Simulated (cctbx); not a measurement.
# What resolution and counting buy: FeCoAgS4

Space group P-1 (no. 2), a = 7.3220 Å, b = 7.3830 Å, c = 7.5010 Å, α = 118.88°, β = 117.48°, γ = 90.94°.

| atom | mult. | x | y | z | Ueq (Å²) |
| --- | --- | --- | --- | --- | --- |
| Ag1 | 1 | 0 | 0 | 1/2 | 0.0230 |
| Ag2 | 1 | 1/2 | 0 | 0 | 0.0188 |
| Co1 | 1 | 0 | 1/2 | 1/2 | 0.0251 |
| Co2 | 1 | 0 | 0 | 0 | 0.0253 |
| Fe1 | 1 | 0 | 1/2 | 0 | 0.0238 |
| Fe2 | 1 | 1/2 | 1/2 | 1/2 | 0.0243 |
| S1 | 2 | 0.2227 | 0.7545 | 0.9902 | 0.0268 |
| S2 | 2 | 0.7662 | 0.2871 | 0.5348 | 0.0330 |
| S3 | 2 | 0.2282 | 0.2505 | 0.4459 | 0.0319 |
| S4 | 2 | 0.7770 | 0.7532 | 0.0119 | 0.0296 |

The model is made up (kin elements in a known structure type, no relaxation), so it says nothing on whether the phase exists.

Five simulated data sets (cctbx; Mo Kα, λ = 0.71073 Å; 4 % proportional error) differ in resolution or exposure (noise floor 4 counts in the first three, 8 in the last two). Each is refined with the right model, isotropic at 1.1 Å and anisotropic otherwise. How do the figures of merit and the uncertainties move?

| d min (Å) | top counts | ⟨I/σ⟩ (unmerged, absences included) | unique | param. (scale apart) | Rint | R1 | GooF | largest s.u. xyz (fractional) | s.u. U of S1 (Å²) | largest error (Å) |
| --- | --- | --- | --- | --- | --- | --- | --- | --- | --- | --- |
| 1.1 | 20000 | 11.4 | 442 | 22 | 0.034 | 0.0231 | 0.99 | 0.00042 | 0.0007 | 0.0058 |
| 0.84 | 20000 | 10.0 | 1011 | 72 | 0.035 | 0.0258 | 0.98 | 0.00028 | 0.0007 | 0.0040 |
| 0.6 | 20000 | 6.7 | 2792 | 72 | 0.036 | 0.0353 | 0.95 | 0.00022 | 0.0004 | 0.0040 |
| 0.75 | 300 | 0.6 | 1416 | 72 | 0.429 | 0.1927 | 0.97 | 0.00646 | 0.0117 | 0.1922 |
| 0.75 | 3000 | 3.2 | 1416 | 72 | 0.095 | 0.0659 | 0.96 | 0.00115 | 0.0026 | 0.0211 |

The number of reflections grows roughly as 1/d³: 442, 1011 and 2792 here. R1 follows the noise rather than the truth: at 300 counts it is 0.1927, at 3000 counts 0.0659, while GooF is 0.97 and 0.96: the weights 1/σ² carry the noise. The s.u. of U (U11 where anisotropic) for S1 goes 0.0007, 0.0007, 0.0004 Å² with resolution and 0.0117, 0.0026 Å² with exposure.

Hardware for the 0.6 Å refinement: 0.58 s on 1 thread of Arm Neoverse N1, on a shared host, peak memory 0.09 GiB.
